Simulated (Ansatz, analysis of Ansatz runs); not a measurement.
## Mn2+ on a Ca site in CaO: hyperfine coupling, HSE06 on PBE structures

Subject: Mn2+ on a Ca site in CaO. Wanted: its hyperfine coupling, in one set-up (HSE06 on PBE structures, 128-site cell, PBE lattice, 420 eV, k: the single point 1/4 1/4 1/4 then the zone centre alone). The model is a cell of 128 host atoms with 1 Ca taken out and 1 Mn put in. The isotropic coupling follows from the spin density at the nucleus, the nuclear g-factor and the total spin. Exact exchange opens the gap, stiffens bonds and lessens the self-interaction error, at many times the cost.

Measured beforehand: 55Mn, isotropic, printed as −80.8 10^-4 cm^-1: -242.2 MHz at 300 K, by EPR (room temperature) (quoted in “Parallel-mode EPR spectra of the hexaaqua manganese(II) Ion in tetrahedral symmetry”, 2024, Margrete Juel Henrichsen, Jesper Bendix, Høgni Weihe, quoting earlier work (1979)). The runs below try to reproduce this.

Program: Ansatz 0.2.0. Level of theory: plane-wave PAW DFT, PBE; relaxation of all atoms of a defect supercell. Results are calculated unless marked as measured.

## 1. The structure

The cell holds 128 atoms: 63 Ca, 64 O and 1 Mn. Cell: a = 13.664 Å, b = 13.664 Å, c = 13.664 Å, α = 60.0°, β = 60.0°, γ = 60.0°. It derives from CaO (space group Fm-3m). Nearest the centre at fractional (0.500, 0.500, 0.500): Mn85 at 0.00 Å, O78 at 2.42 Å, O84 at 2.42 Å, O52 at 2.42 Å, O76 at 2.42 Å, O46 at 2.42 Å, O54 at 2.42 Å, Ca87 at 3.42 Å.

The host's primitive cell comes from a first run (plane-wave PAW DFT, PBE; relaxation of the host's cell and atoms): vectors of 3.416, 3.416 and 3.416 Å. That is 14.09 Å³ an atom. The supercell is built on it.

## 2. Relaxation, charge 0

Every later number rests on the structure around the defect, so the atoms are relaxed at the host's lattice first.

Input file relax/input.yaml:

```yaml
relax:
  f_tol: 0.02
  max_steps: 80
  escape_saddle: false
crystal:
  lattice:
    - [0.0, 9.66155723, 9.66155723]
    - [9.66155723, 0.0, 9.66155723]
    - [9.66155723, 9.66155723, 0.0]
  atoms:
    - { symbol: Ca, position: [0.0, 0.0, 0.0] }
    - { symbol: O, position: [0.125, 0.125, 0.125] }
[... 13 atom lines left out ...]
    - { symbol: O, position: [0.125, 0.375, 0.875] }
[... 5 atom lines left out ...]
    - { symbol: O, position: [0.125, 0.625, 0.625] }
[... 17 atom lines left out ...]
    - { symbol: O, position: [0.375, 0.125, 0.875] }
[... 3 atom lines left out ...]
    - { symbol: O, position: [0.375, 0.375, 0.375] }
[... 1 atom line left out ...]
    - { symbol: O, position: [0.375, 0.375, 0.625] }
    - { symbol: Ca, position: [0.25, 0.25, 0.75] }
    - { symbol: O, position: [0.375, 0.375, 0.875] }
[... 1 atom line left out ...]
    - { symbol: O, position: [0.375, 0.625, 0.125] }
[... 1 atom line left out ...]
    - { symbol: O, position: [0.375, 0.625, 0.375] }
    - { symbol: Ca, position: [0.25, 0.5, 0.5] }
    - { symbol: O, position: [0.375, 0.625, 0.625] }
    - { symbol: Ca, position: [0.25, 0.5, 0.75] }
    - { symbol: O, position: [0.375, 0.625, 0.875] }
[... 1 atom line left out ...]
    - { symbol: O, position: [0.375, 0.875, 0.125] }
    - { symbol: Ca, position: [0.25, 0.75, 0.25] }
    - { symbol: O, position: [0.375, 0.875, 0.375] }
    - { symbol: Ca, position: [0.25, 0.75, 0.5] }
    - { symbol: O, position: [0.375, 0.875, 0.625] }
    - { symbol: Ca, position: [0.25, 0.75, 0.75] }
[... 6 atom lines left out ...]
    - { symbol: O, position: [0.625, 0.125, 0.625] }
[... 5 atom lines left out ...]
    - { symbol: O, position: [0.625, 0.375, 0.375] }
    - { symbol: Ca, position: [0.5, 0.25, 0.5] }
    - { symbol: O, position: [0.625, 0.375, 0.625] }
    - { symbol: Ca, position: [0.5, 0.25, 0.75] }
    - { symbol: O, position: [0.625, 0.375, 0.875] }
[... 1 atom line left out ...]
    - { symbol: O, position: [0.625, 0.625, 0.125] }
    - { symbol: Ca, position: [0.5, 0.5, 0.25] }
    - { symbol: O, position: [0.625, 0.625, 0.375] }
    - { symbol: Mn, position: [0.5, 0.5, 0.5], spin: 5.0 }
    - { symbol: O, position: [0.625, 0.625, 0.625] }
    - { symbol: Ca, position: [0.5, 0.5, 0.75] }
[... 3 atom lines left out ...]
    - { symbol: Ca, position: [0.5, 0.75, 0.25] }
[... 1 atom line left out ...]
    - { symbol: Ca, position: [0.5, 0.75, 0.5] }
[... 6 atom lines left out ...]
    - { symbol: O, position: [0.875, 0.125, 0.375] }
[... 1 atom line left out ...]
    - { symbol: O, position: [0.875, 0.125, 0.625] }
[... 4 atom lines left out ...]
    - { symbol: Ca, position: [0.75, 0.25, 0.25] }
    - { symbol: O, position: [0.875, 0.375, 0.375] }
    - { symbol: Ca, position: [0.75, 0.25, 0.5] }
    - { symbol: O, position: [0.875, 0.375, 0.625] }
    - { symbol: Ca, position: [0.75, 0.25, 0.75] }
[... 2 atom lines left out ...]
    - { symbol: O, position: [0.875, 0.625, 0.125] }
    - { symbol: Ca, position: [0.75, 0.5, 0.25] }
    - { symbol: O, position: [0.875, 0.625, 0.375] }
    - { symbol: Ca, position: [0.75, 0.5, 0.5] }
[... 5 atom lines left out ...]
    - { symbol: Ca, position: [0.75, 0.75, 0.25] }
[... 4 atom lines left out ...]
    - { symbol: O, position: [0.875, 0.875, 0.875] }
basis:
  ecutwfc: 420
  xc_grid: 2
hamiltonian:
  xc: pbe
kpoints:
  mp_grid: { grid: [1, 1, 1], shift: [0.25, 0.25, 0.25] }
magnetization:
  spin_polarized: true
  initial_magnetization: 5
  spin_locking: { lock_magnetization: hard }
scf:
  occupations: { method: fermi_dirac, width: 0.01 }
  max_iter: 120
output:
  forces: true
checkpoint:
  write: "../relax.run"
  compress: false
  write_wavefunctions: true
  write_every: 100000
```

Run with:

```bash
ansatz run input.yaml --threads 8 --pin off --max-ram 14131MiB --backend cpu --events-out ev --progress --plain --runs-dir out
```

Numbers of over 12 decimals in the logs are rounded to 6 here.

The log of the run:

```text
[... repeated set-up lines and file paths are left out, and long positions are rounded to six places ...]
Engine: ansatz 0.2.0, aarch64-unknown-linux-gnu
Pseudopotentials: kind: paw
Pseudopotential: Ca, paw, valence charge 10, recommended cutoff 420 eV (normal), Ca.paw.azcp
Pseudopotential: O, paw, valence charge 6, recommended cutoff 420 eV (normal), O.paw.azcp
Pseudopotential: Mn, paw, valence charge 15, recommended cutoff 420 eV (normal), Mn.paw.azcp
Functional definition: PBE
  parameter kappa = 0.804
  parameter beta = 0.066725
  exchange = pbe_x(kappa = kappa, mu = beta*pi^2/3)
  correlation = pbe_c(beta = beta)
Crystal: 128 atoms, lattice volume = 1803.729 Å³
Basis set: ecut = 420 eV, 35149 PW (Γ), exchange–correlation on 192×192×192 points (8 copies of the dense FFT grid, shifted against one another)
Bands: 645, of which v1, the nominal top of the filled ones, is band 515 counted from 1 (514 counted from 0)
Symmetry: 12 space group operations
k-points: 1
Non-local potential: Ca, projectors of the file, l = 0: 3, l = 1: 2, l = 2: 2
Non-local potential: O, projectors of the file, l = 0: 2, l = 1: 2, l = 2: 1
Non-local potential: Mn, projectors of the file, l = 0: 3, l = 1: 2, l = 2: 3, l = 3: 1
PAW form: soft (Blöchl's): semilocal exchange-correlation on the pseudo side does not see the compensation charge
PAW one-centre angular grid: Ca, 110 points (default); XC on 64 Gauss nodes
PAW one-centre angular grid: O, 110 points (default); XC on 64 Gauss nodes
PAW one-centre angular grid: Mn, 590 points (default); XC on 64 Gauss nodes
Initial density: superposition of atomic densities (chi_scale 0.1, normalization cell, long waves kept (reshape's long-wave potential 0.07 eV rms))
Starting moments: Σ|m| = 5 μB on 1 of 128 sites
Initial wavefunctions: pseudopotential atomic-orbital guess
Functional: x = pbe(κ = 0.804, μ = 0.219515), c = pbe(β = 0.066725)
SCF iter   1: F=—  HF=-154933.488277 eV  |F-HF|=—  |Δ(HF+E_count)|=         —  Δρ=5.25e-2 (↑5.10e-2 ↓5.25e-2)  dr2=1.80e2  dr2_m=1.39e-1  M=5.000 μB ∫|m|=5.018 μB  β_m=0.30  ethr=3.10e-3  ⟨swp⟩=7.0  Hψ=5538  notcnv=0  defer=172
preconditioner: auto → Resta (q_TF=auto, 2.485 Å⁻¹)  ε∞=3.5  [insulator: Δε(μ)=1.529 eV  Ē_g=16.610 eV  σ=0.010 eV  W_gap=1.00  n_scr=458 (ndim 8)  ℏωp=26.2 eV  f_vac=0.000  D(μ)=0.00/eV (n_scr^D=0)  ε∞_Penn≈3.5]
spin=Collinear: Resta preconditioning applied to the charge; magnetization (m = ρ↑ − ρ↓) channel mixes plain (no charge-response kernel on spin).
SCF iter   2: F=—  HF=-154896.873994 eV  |F-HF|=—  |Δ(HF+E_count)|=    3.66e1  Δρ=1.86e-2 (↑1.85e-2 ↓1.86e-2)  dr2=2.83e1  dr2_m=5.89e-2  M=5.000 μB ∫|m|=5.037 μB  β_m=0.35  ethr=3.10e-3  ⟨swp⟩=3.0  Hψ=2540  notcnv=0  defer=243
SCF iter   3: F=—  HF=-154892.241008 eV  |F-HF|=—  |Δ(HF+E_count)|=    4.63e0  Δρ=1.10e-2 (↑1.08e-2 ↓1.10e-2)  dr2=9.98e0  dr2_m=2.97e-2  M=5.000 μB ∫|m|=5.019 μB  β_m=0.59  ethr=2.75e-3  ⟨swp⟩=3.5  Hψ=2297  notcnv=0  defer=246
SCF iter   4: F=—  HF=-154892.158306 eV  |F-HF|=—  |Δ(HF+E_count)|=   8.27e-2  Δρ=4.43e-3 (↑4.43e-3 ↓3.94e-3)  dr2=9.73e-1  dr2_m=9.52e-3  M=5.000 μB ∫|m|=5.048 μB  β_m=0.62  ethr=9.70e-4  ⟨swp⟩=3.0  Hψ=2306  notcnv=0  defer=249
SCF iter   5: F=—  HF=-154892.320394 eV  |F-HF|=—  |Δ(HF+E_count)|=   1.62e-1  Δρ=2.05e-3 (↑1.97e-3 ↓2.05e-3)  dr2=2.73e-1  dr2_m=2.79e-4  M=5.000 μB ∫|m|=5.059 μB  β_m=0.62  ethr=9.45e-5  ⟨swp⟩=5.0  Hψ=2320  notcnv=0  defer=248
SCF iter   6: F=—  HF=-154892.376939 eV  |F-HF|=—  |Δ(HF+E_count)|=   5.65e-2  Δρ=3.43e-4 (↑3.28e-4 ↓3.43e-4)  dr2=6.16e-3  dr2_m=1.96e-4  M=5.000 μB ∫|m|=5.059 μB  β_m=0.81  ethr=2.65e-5  ⟨swp⟩=3.5  Hψ=2090  notcnv=0  defer=248
SCF iter   7: F=—  HF=-154892.384917 eV  |F-HF|=—  |Δ(HF+E_count)|=   7.98e-3  Δρ=1.06e-4 (↑1.06e-4 ↓9.37e-5)  dr2=4.30e-4  dr2_m=2.47e-6  M=5.000 μB ∫|m|=5.059 μB  β_m=0.83  ethr=5.99e-7  ⟨swp⟩=2.0  Hψ=2327  notcnv=0  defer=248
SCF iter   8: F=—  HF=-154892.385410 eV  |F-HF|=—  |Δ(HF+E_count)|=   4.93e-4  Δρ=8.78e-5 (↑8.78e-5 ↓6.89e-5)  dr2=3.39e-4  dr2_m=5.95e-6  M=5.000 μB ∫|m|=5.058 μB  β_m=0.66  ethr=4.18e-8  ⟨swp⟩=2.0  Hψ=2077  notcnv=0  defer=248
SCF iter   9: F=-154892.385354 eV  HF=-154892.385347 eV  |F-HF|=7.41e-6  |Δ(HF+E_count)|=   6.27e-5  Δρ=1.32e-5 (↑1.32e-5 ↓1.23e-5)  dr2=6.47e-6  dr2_m=2.02e-7  M=5.000 μB ∫|m|=5.058 μB  ethr=9.72e-10  ⟨swp⟩=2.0  Hψ=3690  notcnv=0
SCF 1 converged in 9 iterations: F = -154892.385354 eV  dr2 = 6.47e-6
  greatest PAW one-centre occupation: 1.004 electrons in one spin orbital (limit 2), on the Mn atom at site 84 (counted from 0), in its partial waves of l = 1
relax step   1: F+E_penalty+E_count = -154892.38535443 eV  Δ(F+E_penalty+E_count) = +0.000e0 eV  max|allowed force component| = 3.184e-1 eV/Å  Δτ_max = 0.0000 Å  (9 SCF iters, dr2 threshold 1.00e-5 eV, accepted)
[... the SCF cycles and remarks between the steps are left out from here to the last step ...]
relax step   2: F+E_penalty+E_count = -154892.43087649 eV  Δ(F+E_penalty+E_count) = -4.552e-2 eV  max|allowed force component| = 2.521e-1 eV/Å  Δτ_max = 0.0577 Å  (7 SCF iters, dr2 threshold 6.33e-6 eV, accepted)
relax step   3: F+E_penalty+E_count = -154892.47039519 eV  Δ(F+E_penalty+E_count) = -3.952e-2 eV  max|allowed force component| = 8.469e-2 eV/Å  Δτ_max = 0.0206 Å  (6 SCF iters, dr2 threshold 3.97e-6 eV, accepted)
relax step   4: F+E_penalty+E_count = -154892.47462248 eV  Δ(F+E_penalty+E_count) = -4.227e-3 eV  max|allowed force component| = 3.029e-2 eV/Å  Δτ_max = 0.0076 Å  (5 SCF iters, dr2 threshold 8.10e-7 eV, accepted)
SCF iter   1: F=—  HF=-154892.479846 eV  |F-HF|=—  |Δ(HF+E_count)|=         —  Δρ=1.39e-4 (↑1.35e-4 ↓1.39e-4)  dr2=2.39e-3  dr2_m=4.23e-6  M=5.000 μB ∫|m|=5.058 μB  β_m=0.30  ethr=1.80e-6  ⟨swp⟩=6.0  Hψ=3210  notcnv=0  defer=248
SCF iter   2: F=—  HF=-154892.479455 eV  |F-HF|=—  |Δ(HF+E_count)|=   3.92e-4  Δρ=9.10e-5 (↑8.86e-5 ↓9.10e-5)  dr2=9.93e-4  dr2_m=2.50e-6  M=5.000 μB ∫|m|=5.057 μB  β_m=0.56  ethr=2.32e-7  ⟨swp⟩=1.0  Hψ=1484  notcnv=0  defer=248
SCF iter   3: F=—  HF=-154892.479092 eV  |F-HF|=—  |Δ(HF+E_count)|=   3.63e-4  Δρ=2.51e-5 (↑2.51e-5 ↓2.29e-5)  dr2=5.00e-5  dr2_m=4.18e-7  M=5.000 μB ∫|m|=5.057 μB  β_m=0.56  ethr=9.65e-8  ⟨swp⟩=2.0  Hψ=1933  notcnv=0  defer=248
SCF iter   4: F=—  HF=-154892.476157 eV  |F-HF|=—  |Δ(HF+E_count)|=   2.93e-3  Δρ=8.48e-6 (↑8.48e-6 ↓8.38e-6)  dr2=4.66e-6  dr2_m=3.15e-8  M=5.000 μB ∫|m|=5.057 μB  β_m=0.60  ethr=4.86e-9  ⟨swp⟩=2.0  Hψ=2071  notcnv=0  defer=248
SCF iter   5: F=—  HF=-154892.476157 eV  |F-HF|=—  |Δ(HF+E_count)|=   3.54e-7  Δρ=3.49e-6 (↑3.39e-6 ↓3.49e-6)  dr2=6.75e-7  dr2_m=4.51e-9  M=5.000 μB ∫|m|=5.057 μB  β_m=0.66  ethr=4.53e-10  ⟨swp⟩=2.0  Hψ=1799  notcnv=0  defer=248
SCF iter   6: F=—  HF=-154892.476157 eV  |F-HF|=—  |Δ(HF+E_count)|=   1.34e-7  Δρ=1.78e-6 (↑1.78e-6 ↓1.33e-6)  dr2=1.23e-7  dr2_m=2.30e-9  M=5.000 μB ∫|m|=5.057 μB  β_m=0.62  ethr=9.72e-12  ⟨swp⟩=3.5  Hψ=3361  notcnv=0
SCF iter   7: F=-154892.476157 eV  HF=-154892.476157 eV  |F-HF|=5.85e-9  |Δ(HF+E_count)|=   1.31e-8  Δρ=4.23e-7 (↑4.23e-7 ↓3.79e-7)  dr2=7.98e-9  dr2_m=3.75e-10  M=5.000 μB ∫|m|=5.057 μB  ethr=9.72e-12  ⟨swp⟩=3.0  Hψ=3356  notcnv=0
SCF 5 converged in 7 iterations: F = -154892.476157 eV  dr2 = 7.98e-9
relax step   5: F+E_penalty+E_count = -154892.47615685 eV  Δ(F+E_penalty+E_count) = -1.534e-3 eV  max|allowed force component| = 1.627e-3 eV/Å  Δτ_max = 0.0057 Å  (7 SCF iters, accepted)
NSCF: frozen V_eff on 1 k-points
the band table was solved once a step of the walk had ended and its energy, with any forces and stress, was formed, with the checks that follow a solve (4914 applications of the Hamiltonian). They found nothing against the state; [...]
SCF converged after 7 iterations
Stability checked in part: among states of this total moment the steps that led to this state did not find it unstable. No probe was made; neither looks for a lower state of another moment (fixed_total_moment; see scf.lower_state_search)
Magnetization: 5.0000 μB (517.0000 up, 512.0000 down)
Absolute magnetization: 5.0591 μB (∫|ρ↑−ρ↓|, with the PAW one-centre terms)
Spin contamination: 0.0073 ħ² per cell (⟨S²⟩ above its minimum at these occupations)
Per-site moments (μB) at R_I (Å): [(0.000110929, 0.997376), (1.2615924191587141e-5, 0.996098), (3.5097265404667325e-5, 0.996086), [... 125 left out ...]
Free energy (F): -154892.476157 eV
Harris-Foulkes:  -154892.476157 eV  (|F-HF|=5.85e-9)
Internal energy: -154892.476157 eV  (E = F + TS)
E sigma→0 (E₀):  -154892.476157 eV
Fermi energy:    9.968126 (↑ 10.080324, ↓ 9.297142) eV
--- Per-component energies (eV) ---
  E_band       = -6868.225743
  E_kinetic    = 29175.066303
  E_local      = -59551.341790  (includes V_loc(G=0)·N_el)
  E_nonlocal   = 7322.716230
  E_hartree    = 19979.473030
  E_xc         = -13611.867788
  E_vxc        = -17128.016288  (∫ρ·V_xc dr)
  E_paw        = -65489.318916  (= ΣΔE_a)
  E_vpaw       = -6645.749019  (= ΣTr[D̂ρ^β])
  E_aug_tail   = 0.152865  (compensation charges beyond the density's cutoff)
  E_ewald      = -72717.356091
  E_smearing   = -0.000000  (= −TS)
  E_closure    = 0.000000  (closes the sum)
  Σ components = -154892.476157   (vs F -154892.476157, Δ=0.00e0)
--- Forces (eV/Å), atoms counted from 1 ---
  atom   1  Ca     0.00000000    -0.00000000     0.00000000
  atom   2  O      0.00056438     0.00056438     0.00056438
  [... 43 atoms left out ...]
  atom  46  O      0.00000188     0.00000188     0.00162663
  [... 5 atoms left out ...]
  atom  52  O      0.00000188     0.00162663     0.00000188
  atom  53  Ca    -0.00003224    -0.00018214    -0.00018214
  atom  54  O     -0.00162663    -0.00000188    -0.00000188
  [... 21 atoms left out ...]
  atom  76  O      0.00162663     0.00000188     0.00000188
  atom  77  Ca    -0.00018214    -0.00003224    -0.00018214
  atom  78  O     -0.00000188    -0.00162663    -0.00000188
  atom  79  Ca    -0.00000000     0.00006222    -0.00006222
  [... 4 atoms left out ...]
  atom  84  O     -0.00000188    -0.00000188    -0.00162663
  atom  85  Mn     0.00000000    -0.00000000     0.00000000
  [... 43 atoms left out ...]
  max |Σ_I F_I| component: 2.17e-18 eV/Å
--- Band table (eV) ---
  k-point 0 ↑: bands = ["-71.7779", "-40.5334", "-40.5325", "-40.5325", [... 637 left out ...] "15.1206", "15.1244", "15.1244", "15.1342"]
  k-point 0 ↓: bands = ["-66.8876", "-35.7367", "-35.7355", "-35.7355", [... 637 left out ...] "15.1272", "15.1359", "15.1376", "15.1376"]
--- Relaxed structure (5 steps of the walk, 5 accepted, 0 SCFs on fresh bases) ---
  F+E_penalty+E_count = -154892.47615685 eV   max|allowed force component| = 1.627e-3 eV/Å
  atoms:
    - { symbol: Ca, position: [0, 0, 0] }
    - { symbol: O, position: [0.124968, 0.124968, 0.124968] }
    [... 43 atoms left out ...]
    - { symbol: O, position: [0.377846, 0.377846, 0.622149] }
    [... 5 atoms left out ...]
    - { symbol: O, position: [0.377846, 0.622149, 0.377846] }
    - { symbol: Ca, position: [0.252176, 0.499999, 0.499999] }
    - { symbol: O, position: [0.377851, 0.622154, 0.622154] }
    [... 21 atoms left out ...]
    - { symbol: O, position: [0.622149, 0.377846, 0.377846] }
    - { symbol: Ca, position: [0.499999, 0.252176, 0.499999] }
    - { symbol: O, position: [0.622154, 0.377851, 0.622154] }
    - { symbol: Ca, position: [0.5, 0.252171, 0.747829] }
    [... 4 atoms left out ...]
    - { symbol: O, position: [0.622154, 0.622154, 0.377851] }
    - { symbol: Mn, position: [0.5, 0.5, 0.5] }
    [... 43 atoms left out ...]
```

Wall time 4 min (8 threads of Arm Neoverse V1, shared host); peak memory 9.7 GiB.

[end of part 1 of 2]

[Logs are printed without paths, hosts, clocks, repeated set-up lines and the standing remarks that a program may print on its own settings, such as how far it seeks lower states.]

[Hosts, paths, dates, database ids (printed as entryN), source tags and the programs' standing remarks are cut or masked in the printed files.]

[For some hosts the program warned that the k-mesh of the response run may be too coarse for force constants and the static dielectric constant; such warnings are not shown here.]
